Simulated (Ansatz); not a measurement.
# Br on Mo(100): change of the work function, part 5 of 5

Wanted: Δφ(θ) for Br/Mo(100), starting from the bridge site.

Ansatz 0.2.0; plane-wave DFT, PBE, Ansatz PAW.

So far, work function, upper face (eV): step 2 (the clean slab) 3.90; step 5 (the covered slab, k-mesh 10×10×1, coverage 1 ML) 4.46; step 7 (the slab at 0.25 ML, atoms frozen) 4.32; step 8 (the substrate of the 0.25 ML cell alone) 3.96; step 9 (the adsorbate layer of the 0.25 ML cell alone) 7.39.

**11. The same run with other settings: relax.max_displacement = 0.1**

This step: plane-wave DFT, PBE, Ansatz PAW (Ansatz 0.2.0).

System of this step: Mo(100). The cell holds 5 atoms: 5 Mo. Its edges and angles: a = 3.150 Å, b = 3.150 Å, c = 24.300 Å, α = 90.0°, β = 90.0°, γ = 90.0°. Vacuum lies along c.

A run with a changed input: it repeats the earlier run at 0 ML with relax.max_displacement to 0.1.

The input, input.yaml:

```yaml
crystal:
  lattice:
    - [3.15, 0.0, 0.0]
    - [0.0, 3.15, 0.0]
    - [0.0, 0.0, 24.3]
  atoms:
    - { symbol: Mo, position: [0.0, 0.0, 0.3703703704] }
    - { symbol: Mo, position: [0.5, 0.5, 0.4351851852] }
    - { symbol: Mo, position: [0.0, 0.0, 0.5] }
    - { symbol: Mo, position: [0.5, 0.5, 0.5648148148] }
    - { symbol: Mo, position: [0.0, 0.0, 0.6296296296] }
kpoints:
  mp_grid: { grid: [10, 10, 1] }
hamiltonian:
  xc: pbe
scf:
  occupations: { method: fermi_dirac, width: 0.1 }
  convergence: { dr2_threshold: 1.0e-08 }
efield:
  axis: 3
  dipole_correction: true
  ramp_position: 0.97
  ramp_width: 0.06
relax:
  f_tol: 0.02
  max_steps: 60
  constraints: [{ sites: [0, 1] }]
  max_displacement: 0.1
output:
  write_potential: true
  write_density: true
  volumetric_format: npy
```

Run with:

```
$ ansatz run input.yaml --threads 4 --pin off --max-ram 12288MiB --backend cpu --events-out ev --progress --plain --runs-dir out
```

Numbers of over 12 decimals in the logs are rounded to 6 here.

Log:

```text
[...]
Crystal: 5 atoms, lattice volume = 241.117 Å³
Basis set: ecut = 420 eV, 4761 PW (Γ), exchange–correlation on 48×48×360 points (8 copies of the dense FFT grid, shifted against one another)
Bands: 42, of which v1, the nominal top of the filled ones, is band 35 counted from 1 (34 counted from 0)
Symmetry: 8 space group operations
k-points: 21 of 100
[...]
SCF iter   1: F=—  HF=-24775.896446 eV  |F-HF|=—  |Δ(HF+E_count)|=         —  Δρ=7.96e-3  dr2=5.79e-1  ethr=1.77e-3  p=0.000 e·Å  D=1.79e-13 V/Å  ΔV_dip=-0.00 eV  dr2_dipole=1.33e-8  V_vac-E_F(+/−)=4.02/4.02 eV  ⟨swp⟩=8.5  Hψ=4171  notcnv=0
[...]
SCF iter  10: F=-24775.861110 eV  HF=-24775.861110 eV  |F-HF|=1.40e-9  |Δ(HF+E_count)|=   8.33e-9  Δρ=6.26e-7  dr2=2.95e-9  ethr=1.43e-11  p=-0.000 e·Å  D=-1.94e-9 V/Å  ΔV_dip=0.00 eV  dr2_dipole=5.17e-14  V_vac-E_F(+/−)=3.97/3.97 eV  ⟨swp⟩=9.7  Hψ=5885  notcnv=0
SCF 1 converged in 10 iterations: F = -24775.861110 eV  dr2 = 2.95e-9
[...]
relax step   1: F+E_penalty+E_count = -24775.86111004 eV  Δ(F+E_penalty+E_count) = +0.000e0 eV  max|allowed force component| = 1.258e0 eV/Å  Δτ_max = 0.0000 Å  (10 SCF iters, accepted)
[...]
SCF iter  10: F=-24775.982286 eV  HF=-24775.982286 eV  |F-HF|=1.42e-9  |Δ(HF+E_count)|=   9.86e-9  Δρ=5.21e-7  dr2=1.22e-9  ethr=1.43e-11  p=0.004 e·Å  D=3.11e-3 V/Å  ΔV_dip=-0.08 eV  dr2_dipole=1.42e-10  V_vac-E_F(+/−)=3.90/3.98 eV  ⟨swp⟩=9.5  Hψ=6020  notcnv=0
SCF 2 converged in 10 iterations: F = -24775.982286 eV  dr2 = 1.22e-9
[...]
relax step   2: F+E_penalty+E_count = -24775.98228609 eV  Δ(F+E_penalty+E_count) = -1.212e-1 eV  max|allowed force component| = 2.947e-1 eV/Å  Δτ_max = 0.0974 Å  (10 SCF iters, accepted)
[...]
SCF iter  11: F=-24775.986326 eV  HF=-24775.986326 eV  |F-HF|=1.55e-9  |Δ(HF+E_count)|=   6.39e-9  Δρ=3.95e-7  dr2=5.82e-10  ethr=1.43e-11  p=0.005 e·Å  D=3.88e-3 V/Å  ΔV_dip=-0.09 eV  dr2_dipole=6.90e-12  V_vac-E_F(+/−)=3.90/3.99 eV  ⟨swp⟩=9.6  Hψ=5867  notcnv=0
SCF 3 converged in 11 iterations: F = -24775.986326 eV  dr2 = 5.82e-10
relax step   3: F+E_penalty+E_count = -24775.98632587 eV  Δ(F+E_penalty+E_count) = -4.040e-3 eV  max|allowed force component| = 1.480e-1 eV/Å  Δτ_max = 0.0975 Å  (11 SCF iters, accepted)
[...]
SCF iter  10: F=-24775.992188 eV  HF=-24775.992188 eV  |F-HF|=7.71e-10  |Δ(HF+E_count)|=   5.41e-9  Δρ=5.76e-7  dr2=2.46e-9  ethr=1.43e-11  p=0.005 e·Å  D=3.86e-3 V/Å  ΔV_dip=-0.09 eV  dr2_dipole=1.51e-10  V_vac-E_F(+/−)=3.90/3.99 eV  ⟨swp⟩=9.3  Hψ=5855  notcnv=0
SCF 4 converged in 10 iterations: F = -24775.992188 eV  dr2 = 2.46e-9
relax step   4: F+E_penalty+E_count = -24775.99218802 eV  Δ(F+E_penalty+E_count) = -5.862e-3 eV  max|allowed force component| = 1.587e-2 eV/Å  Δτ_max = 0.0453 Å  (10 SCF iters, accepted)
[...]
SCF converged after 10 iterations
Free energy (F): -24775.992188 eV
[...]
Internal energy: -24775.766337 eV  (E = F + TS)
E sigma→0 (E₀):  -24775.879263 eV
Entropy (-TS):   -0.225851 eV (-45.170 meV/atom)
Fermi energy:    4.231197 eV
Dipole field:    D = 0.003876 V/Å  (p = 0.005165 e·Å, saw-weighted, corrected)
Work function:   Φ+ = 3.8959 eV   Φ− = 3.9901 eV
[...]
--- Forces (eV/Å), atoms counted from 1 ---
  atom   1  Mo    -0.00000000     0.00000000     1.03407696
  atom   2  Mo     0.00000000     0.00000000    -1.02988524
  atom   3  Mo     0.00000000     0.00000000     0.00007273
  atom   4  Mo     0.00000000     0.00000000    -0.01586505
  atom   5  Mo    -0.00000000     0.00000000     0.01160475
  max |Σ_I F_I| component: 4.15e-6 eV/Å
--- Band table (eV; the first three rows and the last of 21) ---
  k-point 0: bands = [... 31 lower, 3.4383, 3.4383, 3.9357, 4.0795, 4.1521, 4.1641, 4.1641, 4.2017, ... 3 higher]
  k-point 1: bands = [... 31 lower, 3.4381, 3.5691, 3.6895, 3.7186, 4.1916, 4.3360, 4.6175, 4.8260, ... 3 higher]
  k-point 2: bands = [... 31 lower, 3.1434, 3.4127, 3.4402, 3.5607, 4.5979, 4.7521, 4.8647, 4.9126, ... 3 higher]
  k-point 20: bands = [... 31 lower, 3.5890, 3.5890, 5.6596, 5.7585, 6.0462, 6.0462, 6.2065, 6.3646, ... 3 higher]
--- Relaxed structure (4 steps of the walk, 4 accepted, 0 SCFs on fresh bases) ---
  F+E_penalty+E_count = -24775.99218802 eV   max|allowed force component| = 1.587e-2 eV/Å
  atoms:
    - { symbol: Mo, position: [0.0, 0.0, 0.3703703704] }
    - { symbol: Mo, position: [0.5, 0.5, 0.4351851852] }
    - { symbol: Mo, position: [0, 0.0, 0.498799] }
    - { symbol: Mo, position: [0.5, 0.5, 0.566496] }
    - { symbol: Mo, position: [0, 0.0, 0.623473] }
```

Elapsed: 25 s, on 4 threads of Intel Xeon Platinum 8259CL at 2.50GHz (Skylake/Cascade Lake), shared host; peak memory 0.66 GiB.

Step by step:

```tsv
step	energy less that of the first step (eV)	largest force component (eV/Å)
1	0.0000	1.2580
2	-0.1212	0.2947
3	-0.1252	0.1480
4	-0.1311	0.0159
```

The run keeps the 8 symmetry operations that it works with, so distortions that break them were not tested.

The atoms that moved most (Å):

```tsv
atom	dx	dy	dz	length
Mo5	0.000	0.000	-0.150	0.150
Mo4	0.000	0.000	0.041	0.041
Mo3	0.000	0.000	-0.029	0.029
```

Final coordinates:

```xyz
5
Lattice="3.1500 0.0000 0.0000 0.0000 3.1500 0.0000 0.0000 0.0000 24.3000" Properties=species:S:1:pos:R:3
Mo    0.0000    0.0000    9.0000
Mo    1.5750    1.5750   10.5750
Mo    0.0000    0.0000   12.1208
Mo    1.5750    1.5750   13.7659
Mo    0.0000    0.0000   15.1504
```

This step gave:

```
energy at zero smearing        : -24775.8793 eV
work function, upper face      : 3.896 eV
work function, lower face      : 3.990 eV
dipole along the normal        : 0.005165 e·Å
step between the vacuum levels : -0.09419 eV
```

```tsv
quantity	this run	earlier run	difference
work function, upper face (eV)	3.896	3.896	-1.5e-4
work function, lower face (eV)	3.990	3.990	2.0e-4
dipole along the normal (e·Å)	0.005165	0.005146	1.9e-5
```

Nothing in the table moves by 0.01 in its unit (for the dipole 0.5 % and 5e-5 e·Å). The run took 41 SCF cycles against 49.

First to last step the energy falls by 0.131 eV; the largest move, 0.15 Å, is that of Mo5. Judged within 0.08 Å, the space group went from P4/mmm to P4mm.

**12. Outcome**

| Property | Result |
| --- | --- |
| work function of the clean face | 3.90 eV |
| work function at 0.25 ML | 4.32 eV |
| work function at 0.5 ML | 4.61 eV |
| work function at 1 ML | 4.46 eV |
| dipole per adsorbate at 0.25 ML, positive end outwards | -0.45 D |
| step of the potential from the moved charge at 0.25 ML, upper less lower side, atoms held | 0.353 eV |

**Reading.** Br raises the work function of Mo(100) at the lowest coverage, by 0.42 eV: the adsorbate layer has its negative end outwards. The dipole per adsorbate falls from 0.45 to 0.15 D as the layer fills. Neighbouring dipoles depolarise each other, and heights and bonding change with coverage too. The slab has 5 layers, at the tabulated experimental lattice constant, one starting site was run, and quantum-size effects of a slab this thin can reach one or two tenths of an eV.

[Logs are printed without paths, hosts, clocks, repeated set-up lines and the standing remarks that a program may print on its own settings, such as how far it seeks lower states.]

[Hosts, paths, dates, database ids (printed as entryN), source tags and the programs' standing remarks are cut or masked in the printed files.]

[Maps of the electrostatic potential energy from Ansatz leave out the sawtooth potential of an applied field or a dipole correction, so their vacuum need not be flat; planar profiles and work functions include it.]
